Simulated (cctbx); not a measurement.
# Accept or mend?

Cell a = 7.9030 Å, b = 7.9030 Å, c = 4.2100 Å, α = 90.00°, β = 90.00°, γ = 90.00°; space group P4_2/mnm (no. 136).

Simulated single-crystal data (cctbx): Mo Kα, λ = 0.71073 Å, to d = 0.7 Å, 80 % of the full sphere, strongest reflection 40000 counts, noise from counting, a 1.5 % proportional error and a noise floor of 4 counts (s.d.); no absorption.

An isotropic refinement with weights 1/σ² prints:

```text
Rint 0.020, 243 unique reflections to 0.70 A
cycle     R1     wR2    GooF  max shift (A)
   1  0.5708  0.8721  76.800   0.35627
   3  0.0048  0.0102   0.902   0.00000
final R1 0.0048 wR2 0.0102 GooF 0.902  parameters 6  data/parameter 40.5
atom        x        y        z      Ueq    occ   su(xyz)  su(Uiso or U11)
Bi1    0.21491  0.78509  0.00000   0.0040  1.000  0.00001  0.0000
Mo1    0.00000  0.00000  0.50000   0.0052  1.000  0.00000  0.0001
Zn1    0.91577  0.65754  0.00000   0.0064  1.000  0.00003  0.0000
difference map: max 0.49 min -0.54 rms 0.13
Q1    0.1964  0.2538  0.2328   16    0.52  1.35 A from Bi1
Q2    0.1180  0.1962  0.2528   16    0.48  1.59 A from Zn1
Q3    0.1880  0.8120  0.2677    8    0.46  1.17 A from Bi1
Q4    0.0319  0.1204  0.2089   16    0.41  1.57 A from Mo1
Q5    0.0558  0.0558  0.3170    8    0.39  0.99 A from Mo1
Q6    0.1928  0.1928  0.5000    4    0.38  1.03 A from Bi1
```

**Question.** Can this result stand? If not, what is the likely fault?

It can stand. The set-up had a fault (start far from the minimum), but the refinement still reached the right minimum: R1 = 0.0048, wR2 = 0.0102, GooF = 0.90 against R1 = 0.0048, wR2 = 0.0102, GooF = 0.90 for the right model.

The compound is Zn4Bi2Mo. The right model at the same level gives:

```text
Rint 0.020, 243 unique reflections to 0.70 A
cycle     R1     wR2    GooF  max shift (A)
   1  0.1607  0.3498  30.804   0.02132
   2  0.0048  0.0102   0.902   0.00000
final R1 0.0048 wR2 0.0102 GooF 0.902  parameters 6  data/parameter 40.5
atom        x        y        z      Ueq    occ   su(xyz)  su(Uiso or U11)
Bi1    0.21491  0.78509  0.00000   0.0040  1.000  0.00001  0.0000
Mo1    0.00000  0.00000  0.50000   0.0052  1.000  0.00000  0.0001
Zn1    0.91577  0.65754  0.00000   0.0064  1.000  0.00003  0.0000
difference map: max 0.49 min -0.54 rms 0.13
Q1    0.1964  0.2538  0.2328   16    0.52  1.35 A from Bi1
Q2    0.1180  0.1962  0.2528   16    0.48  1.59 A from Zn1
Q3    0.1880  0.8120  0.2677    8    0.46  1.17 A from Bi1
Q4    0.0319  0.1204  0.2089   16    0.41  1.57 A from Mo1
Q5    0.0558  0.0558  0.3170    8    0.39  0.99 A from Mo1
Q6    0.1928  0.1928  0.5000    4    0.38  1.03 A from Bi1
```

The model is made up (kin elements in a known structure type, no relaxation), so it says nothing on whether the phase exists.

[Middle refinement cycles are left out of these outputs.]

[Logs are printed without paths, hosts, clocks, repeated set-up lines and the standing remarks that a program may print on its own settings, such as how far it seeks lower states.]
